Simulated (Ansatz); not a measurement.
An input for Ansatz 0.2.0 (LaBiS2O (P4/nmm)):

```yaml
crystal:
  lattice:
    - [4.055497, 0.0, 0.0]
    - [0.0, 4.055497, 0.0]
    - [0.0, 0.0, 14.173265]
  atoms:
    - { symbol: La, position: [0.5, 0.0, 0.587742] }
    - { symbol: La, position: [0.0, 0.5, 0.412258] }
    - { symbol: Bi, position: [0.0, 0.5, 0.867775] }
    - { symbol: Bi, position: [0.5, 0.0, 0.132225] }
    - { symbol: S, position: [0.5, 0.0, 0.89002] }
    - { symbol: S, position: [0.0, 0.5, 0.10998] }
    - { symbol: S, position: [0.0, 0.5, 0.690201] }
    - { symbol: S, position: [0.5, 0.0, 0.309799] }
    - { symbol: O, position: [0.0, 0.0, 0.5] }
    - { symbol: O, position: [0.5, 0.5, 0.5] }
kpoints:
  mp_grid: { grid: [6, 6, 2] }
hamiltonian:
  xc: lda
scf:
  occupations: { method: fixed }
dielectric: {}
```

```sh
ansatz run input.yaml --threads 3 --pin off --max-ram 92160MiB --backend cuda --events-out ev --progress --plain --runs-dir out --devices 1 --max-vram 13GiB
```

**Question.** Estimate wall time and host memory on 1 × NVIDIA H100 80GB HBM3 (shared by 6 runs) with 3 threads of AMD EPYC 7R13 (Zen 3), shared host.

It took 67 s; on shared hardware allow 33 s to 2.2 min. Peak host memory was 3.3 GiB.

[Paths, hosts, dates, memory and timing lines, banners, echoed tables and standing remarks are left out of the program output.]

[Logs are printed without paths, hosts, clocks, repeated set-up lines and the standing remarks that a program may print on its own settings, such as how far it seeks lower states.]

[Runs of the session that timed out or met a known fault of the program may be left out.]

[Cells called generated may have been cut or substituted from an entry of the Crystallography Open Database or the Materials Project.]

[Hosts, paths, dates, database ids (printed as entryN), source tags and the programs' standing remarks are cut or masked in the printed files.]
